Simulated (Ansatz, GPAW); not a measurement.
# Dielectric function and optical constants of Ca3GeP (model structure), part 2 of 3

Aim: the dielectric function of Ca3GeP (model structure), and the optical constants that follow from it. The structure is a model built here, which may or may not match a known phase. It was built so: All N replaced by P in the Pm-3m structure of Ca3GeN. The cell is first relaxed with Ansatz.

GPAW 26.7.0; DFT, RPBE, plane-wave PAW (GPAW data sets), scalar-relativistic, RPA, optical limit.

So far: Set-up; Relaxation.

### Step 3. Ground state

First the ground state: is it a metal or has it a gap?

This step: DFT, RPBE, plane-wave PAW (GPAW data sets), scalar-relativistic, ground state (GPAW 26.7.0).

Input file gs.py:

```python
from ase import Atoms
from ase.dft.bandgap import bandgap
from gpaw import GPAW, PW, FermiDirac

atoms = Atoms(['Ge', 'Ca', 'Ca', 'Ca', 'P'],
              cell=[[5.447687639900, 0.000000000000, 0.000000000000],
                    [0.000000000000, 5.447687639900, 0.000000000000],
                    [0.000000000000, 0.000000000000, 5.447687639900]],
              scaled_positions=[[1.000000000000, 1.000000000000, 0.000000000000],
                                [0.500000000000, 0.500000000000, 1.000000000000],
                                [0.500000000000, 1.000000000000, 0.500000000000],
                                [0.000000000000, 0.500000000000, 0.500000000000],
                                [0.500000000000, 0.500000000000, 0.500000000000]],
              pbc=[True, True, True])
atoms.calc = GPAW(mode=PW(400), xc='RPBE', kpts={'size': (4, 4, 4), 'gamma': True},
                  occupations=FermiDirac(0.05), maxiter=150, txt='gs.txt')
print('energy (eV)', atoms.get_potential_energy())
print('Fermi level (eV)', atoms.calc.get_fermi_level())
print('valence electrons', atoms.calc.get_number_of_electrons())
print('gap (eV)', bandgap(atoms.calc, output=None)[0])
print('direct gap (eV)', bandgap(atoms.calc, direct=True, output=None)[0])
atoms.calc.write('gs.gpw')
```

Run with:

```console
$ OMP_NUM_THREADS=1 python gs.py
```

Numbers of over 12 decimals in the logs are rounded to 6 here.

Log:

```text
__  _  _
 | _ |_)|_||  |
 |__||  | ||/\| - 26.7.0

Versions:
  Python: 3.12.14
  ASE:    3.29.0
  Numpy:  2.5.5
  Scipy:  1.18.1
  Libxc:  7.0.0

Input parameters:
  mode=PW(ecut=400.0),
  kpts=MonkhorstPack(size=(4, 4, 4), gamma=True),
  maxiter=150,
  occupations=Occupations(name='fermi-dirac', width=0.05, fixmagmom=False),
  xc=XC(name='RPBE')

Diagonalizing LCAO Hamiltonian
Converting LCAO to pw mode
    .------------.
   /|            |
  / |            |
 *  |            |
 |  |            |
 | Ca    P       |
 |  |  Ca        |
 |  .------------.
 | /     Ca     /
 |/            /
 Ge-----------*

Atoms  # Å, Bohr magnetons
|   | symbol |        x |        y |        z |    initial magnetic moments |
| 0 |     Ge | 5.447688 | 5.447688 | 0.000000 | ( 0.0000,  0.0000,  0.0000) |
| 1 |     Ca | 2.723844 | 2.723844 | 5.447688 | ( 0.0000,  0.0000,  0.0000) |
| 2 |     Ca | 2.723844 | 5.447688 | 2.723844 | ( 0.0000,  0.0000,  0.0000) |
| 3 |     Ca | 0.000000 | 2.723844 | 2.723844 | ( 0.0000,  0.0000,  0.0000) |
| 4 |      P | 2.723844 | 2.723844 | 2.723844 | ( 0.0000,  0.0000,  0.0000) |

Unit cell  # Å
| periodic |        x |        y |        z |  lengths |    angles |
|      yes | 5.447688 | 0.000000 | 0.000000 | 5.447688 | 90.000000 |
|      yes | 0.000000 | 5.447688 | 0.000000 | 5.447688 | 90.000000 |
|      yes | 0.000000 | 0.000000 | 5.447688 | 5.447688 | 90.000000 |

Number of symmetries: 48
Symmetry operations  # r_c * U_cc + t_c -> r_c
|    | kind |            matrix            |
|  0 |  E   |  1, 0, 0,  0, 1, 0,  0, 0, 1 |
|  1 |  σ   |  1, 0, 0,  0, 1, 0,  0, 0,-1 |
|  2 |  σ   |  1, 0, 0,  0, 0, 1,  0, 1, 0 |
|  3 |  C4  |  1, 0, 0,  0, 0, 1,  0,-1, 0 |
|  4 |  C4  |  1, 0, 0,  0, 0,-1,  0, 1, 0 |
|  5 |  σ   |  1, 0, 0,  0, 0,-1,  0,-1, 0 |
|  6 |  σ   |  1, 0, 0,  0,-1, 0,  0, 0, 1 |
|  7 |  C2  |  1, 0, 0,  0,-1, 0,  0, 0,-1 |
|  8 |  σ   |  0, 1, 0,  1, 0, 0,  0, 0, 1 |
|  9 |  C2  |  0, 1, 0,  1, 0, 0,  0, 0,-1 |
| 10 |  C3  |  0, 1, 0,  0, 0, 1,  1, 0, 0 |
| 11 |  S6  |  0, 1, 0,  0, 0, 1, -1, 0, 0 |
| 12 |  S6  |  0, 1, 0,  0, 0,-1,  1, 0, 0 |
| 13 |  C3  |  0, 1, 0,  0, 0,-1, -1, 0, 0 |
| 14 |  C4  |  0, 1, 0, -1, 0, 0,  0, 0, 1 |
| 15 |  S4  |  0, 1, 0, -1, 0, 0,  0, 0,-1 |
| 16 |  C3  |  0, 0, 1,  1, 0, 0,  0, 1, 0 |
| 17 |  S6  |  0, 0, 1,  1, 0, 0,  0,-1, 0 |
| 18 |  σ   |  0, 0, 1,  0, 1, 0,  1, 0, 0 |
| 19 |  C4  |  0, 0, 1,  0, 1, 0, -1, 0, 0 |
| 20 |  C2  |  0, 0, 1,  0,-1, 0,  1, 0, 0 |
| 21 |  S4  |  0, 0, 1,  0,-1, 0, -1, 0, 0 |
| 22 |  S6  |  0, 0, 1, -1, 0, 0,  0, 1, 0 |
| 23 |  C3  |  0, 0, 1, -1, 0, 0,  0,-1, 0 |
| 24 |  S6  |  0, 0,-1,  1, 0, 0,  0, 1, 0 |
| 25 |  C3  |  0, 0,-1,  1, 0, 0,  0,-1, 0 |
| 26 |  C4  |  0, 0,-1,  0, 1, 0,  1, 0, 0 |
| 27 |  σ   |  0, 0,-1,  0, 1, 0, -1, 0, 0 |
| 28 |  S4  |  0, 0,-1,  0,-1, 0,  1, 0, 0 |
| 29 |  C2  |  0, 0,-1,  0,-1, 0, -1, 0, 0 |
| 30 |  C3  |  0, 0,-1, -1, 0, 0,  0, 1, 0 |
| 31 |  S6  |  0, 0,-1, -1, 0, 0,  0,-1, 0 |
| 32 |  C4  |  0,-1, 0,  1, 0, 0,  0, 0, 1 |
| 33 |  S4  |  0,-1, 0,  1, 0, 0,  0, 0,-1 |
| 34 |  S6  |  0,-1, 0,  0, 0, 1,  1, 0, 0 |
| 35 |  C3  |  0,-1, 0,  0, 0, 1, -1, 0, 0 |
| 36 |  C3  |  0,-1, 0,  0, 0,-1,  1, 0, 0 |
| 37 |  S6  |  0,-1, 0,  0, 0,-1, -1, 0, 0 |
| 38 |  σ   |  0,-1, 0, -1, 0, 0,  0, 0, 1 |
| 39 |  C2  |  0,-1, 0, -1, 0, 0,  0, 0,-1 |
| 40 |  σ   | -1, 0, 0,  0, 1, 0,  0, 0, 1 |
| 41 |  C2  | -1, 0, 0,  0, 1, 0,  0, 0,-1 |
| 42 |  C2  | -1, 0, 0,  0, 0, 1,  0, 1, 0 |
| 43 |  S4  | -1, 0, 0,  0, 0, 1,  0,-1, 0 |
| 44 |  S4  | -1, 0, 0,  0, 0,-1,  0, 1, 0 |
| 45 |  C2  | -1, 0, 0,  0, 0,-1,  0,-1, 0 |
| 46 |  C2  | -1, 0, 0,  0,-1, 0,  0, 0, 1 |
| 47 |  i   | -1, 0, 0,  0,-1, 0,  0, 0,-1 |

BZ-sampling:
  Number of BZ points: 64
  Number of IBZ points: 10

  Monkhorst-Pack size: [4, 4, 4]
  Monkhorst-Pack shift: [0.125, 0.125, 0.125]

K-points  # in reciprocal-cell coordinates
|   |                                coordinates |     weight |
| 0 | (  0.00000000,   0.00000000,   0.00000000) | 0.01562500 |
| 1 | (  0.25000000,   0.00000000,   0.00000000) | 0.09375000 |
| 2 | (  0.25000000,   0.25000000,   0.00000000) | 0.18750000 |
| 3 | (  0.25000000,   0.25000000,   0.25000000) | 0.12500000 |
| 4 | (  0.50000000,   0.00000000,   0.00000000) | 0.04687500 |
| 5 | (  0.50000000,   0.25000000,   0.00000000) | 0.18750000 |
| 6 | (  0.50000000,   0.25000000,   0.25000000) | 0.18750000 |
| 7 | (  0.50000000,   0.50000000,   0.00000000) | 0.04687500 |
| 8 | (  0.50000000,   0.50000000,   0.25000000) | 0.09375000 |
| 9 | (  0.50000000,   0.50000000,   0.50000000) | 0.01562500 |

Plane wave coefficients: 3016
Cutoff: 400.0 eV

Spin-components: 1 (collinear spins)
Bands:           23
Projectors:      25
Spin-degeneracy: 2
Datatype:        complex128

Parallelization:
  kpt:    1
  domain: 1
  band:   1

Density:
  Valence electrons: 39.0
  Components: 1
  Grid points: [27 27 27]
  Charge: 0.0  # |e|

Potential:
  Grid points: [27 27 27]

species:
  Ge:
    name:    Germanium
    id:
    Z:       32.0
    valence: 4
    core:    28
    charge:  0.0  # [|e|]
    compensation charges:
      type: gauss
      rc: 0.32  # [Å]
      lmax: 2
    cutoffs:
      filter: 1.77  # [Å]
      core: 3.42  # [Å]
    projectors
    | kind |    occ | energy [eV] | rcut [Å] |
    |   4s |  2.000 |     -11.662 |    1.005 |
    |   4p |  2.000 |      -3.859 |    1.005 |
    |    s |        |      15.549 |    1.005 |
    |    p |        |      23.352 |    1.005 |
    |    d |        |       0.000 |    1.005 |

    Using partial waves for Ge as LCAO basis

  Ca:
    name:    Calcium
    id:
    Z:       20.0
    valence: 10
    core:    10
    charge:  0.0  # [|e|]
    compensation charges:
      type: gauss
      rc: 0.37  # [Å]
      lmax: 2
    cutoffs:
      filter: 2.10  # [Å]
      core: 1.17  # [Å]
    projectors
    | kind |    occ | energy [eV] | rcut [Å] |
    |   3s |  2.000 |     -47.195 |    1.175 |
    |   4s |  2.000 |      -3.734 |    1.175 |
    |   3p |  6.000 |     -28.058 |    1.154 |
    |    p |        |      -0.847 |    1.154 |
    |    d |        |       0.000 |    0.937 |

    Using partial waves for Ca as LCAO basis

  P:
    name:    Phosphorus
    id:
    Z:       15.0
    valence: 5
    core:    10
    charge:  0.0  # [|e|]
    compensation charges:
      type: gauss
      rc: 0.30  # [Å]
      lmax: 2
    cutoffs:
      filter: 1.69  # [Å]
      core: 1.81  # [Å]
    projectors
    | kind |    occ | energy [eV] | rcut [Å] |
    |   3s |  2.000 |     -13.955 |    0.953 |
    |   3p |  3.000 |      -5.495 |    0.953 |
    |    s |        |      13.257 |    0.953 |
    |    p |        |      21.717 |    0.953 |
    |    d |        |       0.000 |    0.953 |

    Using partial waves for P as LCAO basis

Reference energy: -121956.448630  # eV

eigensolver:
  PPCG
  Converge bands: occupied
  niter=2

density mixing:
  MSR1-Mixer
  Pratt-step length: 0.05
  Maximum mixing coefficient: 0.75
  Old densities: 10
  SVD Regularization: 0.005
  Good broyden scale: 1.0
  Trust region scale: 1.0
  Backstep threshold: 4.0
  History deletion threshold: 6.0
  Fourier metric: weight=20.0, sigma=0.015

occupation numbers:
  Fermi-Dirac:
    width: 0.0500  # eV

poisson solver:
  ecut: 3200.0  # eV

xc functional:
  name: RPBE with 2 nearest neighbor stencil

convergence criteria:
- Maximum [total energy] change in last 3 cyles: 0.0005 eV / valence electron
- Maximum integral of absolute [dens]ity change: 0.0001 electrons / valence electron
- Maximum integral of absolute [eigenst]ate change: 4e-08 eV^2 / valence electron
maximum number of iterations: 150

SCF iterations
|iter     |      energy | eigst |  dens |
|iter:   1||  -18.189409 | +0.14 |       |
|iter:   2||  -18.257786 | -1.04 | -1.11 |
|iter:   3||  -17.677914 | -0.97 | -1.15 |
|iter:   4||  -17.604385 | -2.05 | -1.47 |
|iter:   5||  -17.616065 | -2.69 | -1.71 |
|iter:   6||  -17.616281c| -3.49 | -2.06 |
|iter:   7||  -17.616720c| -4.26 | -2.61 |
|iter:   8||  -17.616715c| -5.22 | -3.17 |
|iter:   9||  -17.616719c| -6.37 | -3.70 |
|iter:  10||  -17.616723c| -7.04 | -4.17c|
|iter:  11||  -17.616724c| -7.85c| -5.04c|

Converged in 11 steps
SCF loop duration: 10.977 s (0.998 s/step)
Energy contributions relative to reference atoms: (reference = -121956.448630)

Energy contributions:
  Kinetic:          14.403250
  Coulomb:          -6.784969
  Zero:             -1.601681
  External:          0.000000
  Xc:              -23.616034
  Entropy:          -0.034578
  Spinorbit:         0.000000
  ----------------------------
  Free energy:     -17.634013
  Extrapolated:    -17.616724

dipole moment: (-0.219514, 35.760554, 0.219858)  # |e|*Ang

Fermi level: 3.573
Eigenvalues  # (at kpt = [0.000, 0.000, 0.000])
| band index |      eig [eV] | occ [0-2] |
|          0 |       -37.623 |     2.000 |
|        ... |               |           |
|          9 |       -18.510 |     2.000 |
|         10 |       -18.510 |     2.000 |
|         11 |       -18.510 |     2.000 |
|         12 |        -6.076 |     2.000 |
|         13 |        -3.331 |     2.000 |
|         14 |         2.042 |     2.000 |
|         15 |         2.042 |     2.000 |
|         16 |         2.042 |     2.000 |
|         17 |         4.310 |     0.000 |
|         18 |         4.333 |     0.000 |
|         19 |         4.333 |     0.000 |
|         20 |         4.333 |     0.000 |
|         21 |         4.621 |     0.000 |
|         22 |         4.621 |     0.000 |

No gap
No difference between direct/indirect transitions

--- standard output ---
energy (eV) -17.616724
Fermi level (eV) 3.573261
valence electrons 39.0
gap (eV) 0.0
direct gap (eV) 0.0
```

Run time: 13 s. Hardware: 1 thread of AMD EPYC 9R14 (Zen 4), shared host; peak memory 0.17 GiB.

Numbers from this step:

| Quantity | Value |
| --- | --- |
| energy | -17.62 eV |
| Fermi energy | 3.573 eV |
| electrons | 39 |

There are states at the Fermi level within the smearing, so the occupations stay smeared and the carriers get a Drude term.

### Step 4. Bands for the response

At the fixed density, many empty bands are solved on the mesh of the response, since the spectrum sums over them.

This step: DFT, RPBE, plane-wave PAW (GPAW data sets), scalar-relativistic, bands at fixed density (GPAW 26.7.0).

Input file nscf.py:

```python
from ase.dft.bandgap import bandgap
from gpaw import GPAW, FermiDirac

calc = GPAW('gs.gpw').fixed_density(kpts={'size': (6, 6, 6), 'gamma': True}, nbands=78, convergence={'bands': 72},
                                    occupations=FermiDirac(0.05), txt='nscf.txt')
print('gap (eV)', bandgap(calc, output=None)[0])
print('direct gap (eV)', bandgap(calc, direct=True, output=None)[0])
print('top band over the Fermi level (eV)', min(calc.get_eigenvalues(kpt=k)[71] for k in range(len(calc.get_ibz_k_points()))) - calc.get_fermi_level())
calc.write('full.gpw', mode='all')
```

Run with:

```console
$ OMP_NUM_THREADS=1 python nscf.py
```

Log:

```text
Diagonalizing LCAO Hamiltonian
Converting LCAO to pw mode
convergence criteria:
- Maximum integral of absolute [eigenst]ate change: 4e-08 eV^2 / valence electron
maximum number of iterations: 150

SCF iterations
|iter     |      energy | eigst |  dens |
|iter:   1||             | +3.50 |       |
|iter:   2||             | +2.29 |       |
|iter:   3||             | +1.20 |       |
|iter:   4||             | +0.27 |       |
|iter:   5||             | -0.44 |       |
|iter:   6||             | -1.09 |       |
|iter:   7||             | -1.73 |       |
|iter:   8||             | -2.34 |       |
|iter:   9||             | -3.03 |       |
|iter:  10||             | -3.66 |       |
|iter:  11||             | -4.35 |       |
|iter:  12||             | -4.99 |       |
|iter:  13||             | -5.67 |       |
|iter:  14||             | -6.26 |       |
|iter:  15||             | -6.86 |       |
|iter:  16||             | -7.33 |       |
|iter:  17||             | -7.82c|       |
SCF steps: 17
  __  _  _
 | _ |_)|_||  |
 |__||  | ||/\| - 26.7.0

Versions:
  Python: 3.12.14
  ASE:    3.29.0
  Numpy:  2.5.5
  Scipy:  1.18.1
  Libxc:  7.0.0

Input parameters:
  mode=PW(ecut=400.0),
  convergence={'bands': 72},
  gpts=array([27, 27, 27]),
  kpts=MonkhorstPack(size=(6, 6, 6), gamma=True),
  maxiter=150,
  nbands=78,
  occupations=Occupations(name='fermi-dirac', width=0.05, fixmagmom=False),
  parallel={},
  xc=XC(name='RPBE')

--- standard output ---
gap (eV) 0.0
direct gap (eV) 0.0
top band over the Fermi level (eV) 19.471779
```

The job ended after 90 s (1 thread; peak memory 0.26 GiB).

[end of part 2 of 3]

[Machine, clock and banner lines and Python warnings are left out of the logs.]

[Logs are printed without paths, hosts, clocks, repeated set-up lines and the standing remarks that a program may print on its own settings, such as how far it seeks lower states.]

[Hosts, paths, dates, database ids (printed as entryN), source tags and the programs' standing remarks are cut or masked in the printed files.]
